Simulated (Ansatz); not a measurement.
In doubt: masses and optical values from hybrid runs of this build are listed as unsure (in some of the runs), which bears on the screening that GW takes from such a start.

BaNaLaWO6 (F-43m), computed twice by G0W0.

```yaml
crystal:
  lattice:
    - [0.00000, 4.32374, 4.32374]
    - [4.32374, 0.00000, 4.32374]
    - [4.32374, 4.32374, 0.00000]
  atoms:
    - { symbol: Na, position: [0.75000, 0.75000, 0.75000] }
    - { symbol: Ba, position: [0.25000, 0.25000, 0.25000] }
    - { symbol: La, position: [0.00000, 0.00000, 0.00000] }
    - { symbol: W, position: [0.50000, 0.50000, 0.50000] }
    - { symbol: O, position: [0.72448, 0.27552, 0.27552] }
    - { symbol: O, position: [0.27552, 0.72448, 0.72448] }
    - { symbol: O, position: [0.72448, 0.72448, 0.27552] }
    - { symbol: O, position: [0.27552, 0.27552, 0.72448] }
    - { symbol: O, position: [0.27552, 0.72448, 0.27552] }
    - { symbol: O, position: [0.72448, 0.27552, 0.72448] }
```

The cell is the Materials Project's (PBE, PBE+U or r2SCAN) relaxed one; the ions were relaxed with PBE or PBE+U in the database cell. Spin-orbit coupling is left out unless a run names it.

The first (Ansatz 0.2.0; start HSE06, 4×4×4 mesh, 886 empty bands, screening to 180 eV, PAW set soft_1 files; 1 × NVIDIA H100 80GB HBM3 (shared by 6 runs) with 2 threads of AMD EPYC 7R13 (Zen 3), shared host) gave, on its mesh: starting gap 3.83 eV, G0W0 gap 4.28 eV, RPA ε∞ (mean) 3.49, 2.9 min.

The second gave: starting gap 2.39 eV, G0W0 gap 3.85 eV, RPA ε∞ (mean) 4.52, 76 s.

**Question.** What was changed in the input? Choose among start, files, mesh, bands and cutoff, frequency model or another key.

Changed: start from HSE06 to LDA. A jump of this size in the start, with ε∞ moving the other way, marks another functional. Other changes could give like numbers; this is the one that was made.

Limits: not at the basis limit; f levels unsure; no spin-orbit coupling.

[Paths, hosts, dates, memory and timing lines, banners, echoed tables and standing remarks are left out of the program output.]

[Logs are printed without paths, hosts, clocks, repeated set-up lines and the standing remarks that a program may print on its own settings, such as how far it seeks lower states.]

[Runs of the session that timed out or met a known fault of the program may be left out.]

[Cells called generated may have been cut or substituted from an entry of the Crystallography Open Database or the Materials Project.]

[Hosts, paths, dates, database ids (printed as entryN), source tags and the programs' standing remarks are cut or masked in the printed files.]
